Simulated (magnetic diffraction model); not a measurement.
# Solving a magnetic structure from powder neutron data: Cs4VP2O9

Space group Cmme (no. 67), a = 8.4240 Å, b = 17.6450 Å, c = 9.0250 Å.

```
site  atom       x       y       z
  4b    Cs     1/4       0     1/2
  8m    Cs       0  0.8860  0.2228
  4e    Cs     3/4     3/4       0
  4f     V     3/4     3/4     1/2
  8m     P       0  0.8891  0.7712
  8m     O       0  0.9878  0.7154
  8m     O     1/2  0.8519  0.0229
 16o     O  0.3041  0.8497  0.3138
  4g     O       0     3/4  0.4020
```

The compound is invented for this exercise: a known structure type with other elements, its cell scaled to their sizes and not relaxed.

Only V is taken to order (form factors of V4+); orders and moment sizes are assumed, and not adapted to the symmetry. Radiation: neutrons of λ = 2.52 Å, 5° to 45°; isotropic B of 0.52 Å² (Cs), 0.81 Å² (V), 0.8 Å² (P) and 0.91 Å² (O). Simulated constant-wavelength pattern: nuclear and magnetic terms add, the magnetic one as |2.695 fm × Σ f S⊥ exp(2πi Q·r) exp(−B s²)|², summed over all Q at one angle with the factor 1/(sin²θ cos θ). For collinear order S is the moment m, which repeats by lattice and centring translations R with the sign exp(−2πi k·R). Free-ion form factors, Sears's scattering lengths of 1992, no absorption; a label names one of the reflections at its angle. The strongest nuclear line in the range is 100, and lines under 0.2 are left out.

Above the ordering temperature:

| 2θ (°) | index | I |
| --- | --- | --- |
| 16.05 | (0 0 1) | 1.1 |
| 16.42 | (0 2 0) | 1.0 |
| 23.04 | (0 2 1) | 57.2 |
| 25.03 | (1 1 1) | 20.7 |
| 32.43 | (0 0 2) | 100.0 |
| 33.19 | (0 4 0) | 78.8 |
| 34.46 | (1 3 1) | 47.7 |
| 34.81 | (2 0 0) | 75.4 |
| 36.56 | (0 2 2) | 51.7 |
| 37.08 | (0 4 1) | 42.1 |
| 37.90 | (1 1 2) | 3.6 |
| 38.55 | (2 0 1) | 53.2 |
| 38.72 | (2 2 0) | 31.5 |
| 42.16 | (2 2 1) | 33.2 |
| 44.97 | (1 3 2) | 24.8 |

Below it (cell unchanged):

```
2θ (°)      I
 16.05    3.1
 16.42    5.2
 23.04   60.2
 25.03   20.7
 32.43  100.4
 33.19   79.6
 34.46   47.7
 34.81   75.9
 36.56   52.5
 37.08   43.3
 37.90    3.6
 38.55   53.8
 38.72   32.2
 42.16   34.4
 44.97   24.8
```

**Question.** Find the propagation vector, then choose among these models:
A. collinear moments along [101], 0.94 μB on V; signs + at (3/4, 3/4, 1/2), − at (1/4, 3/4, 1/2)
B. collinear moments along [111], 0.94 μB on V; signs + at (3/4, 3/4, 1/2), − at (1/4, 3/4, 1/2)
C. collinear moments along [111], 0.94 μB on V; signs + at (3/4, 3/4, 1/2), + at (1/4, 3/4, 1/2)
D. collinear moments along [101], 0.94 μB on V; signs + at (3/4, 3/4, 1/2), + at (1/4, 3/4, 1/2)

No line moves, and magnetic intensity falls on nuclear lines such as the one at 16.42°, so the magnetic cell equals the chemical primitive cell: k = 0.

Magnetic intensity, observed (below minus above) and for each model:

| 2θ (°) | index | observed | A | B | C | D |
| --- | --- | --- | --- | --- | --- | --- |
| 16.05 | (0 0 1) | 2.0 | <0.2 | <0.2 | 3.6 | 2.0 |
| 16.42 | (0 2 0) | 4.2 | <0.2 | <0.2 | 1.4 | 4.2 |
| 19.08 | (1 1 0) | <0.2 | 3.8 | 4.6 | <0.2 | <0.2 |
| 23.04 | (0 2 1) | 3.0 | <0.2 | <0.2 | 2.3 | 3.0 |
| 25.03 | (1 1 1) | <0.2 | 3.7 | 5.3 | <0.2 | <0.2 |
| 30.29 | (1 3 0) | <0.2 | 1.8 | 1.1 | <0.2 | <0.2 |
| 34.46 | (1 3 1) | <0.2 | 2.4 | 1.8 | <0.2 | <0.2 |
| 37.90 | (1 1 2) | <0.2 | 1.3 | 2.0 | <0.2 | <0.2 |

Model D matches.

The structure used: k = (0 0 0), collinear moments along [101], 0.94 μB on V; signs + at (3/4, 3/4, 1/2), + at (1/4, 3/4, 1/2).

[Logs are printed without paths, hosts, clocks, repeated set-up lines and the standing remarks that a program may print on its own settings, such as how far it seeks lower states.]
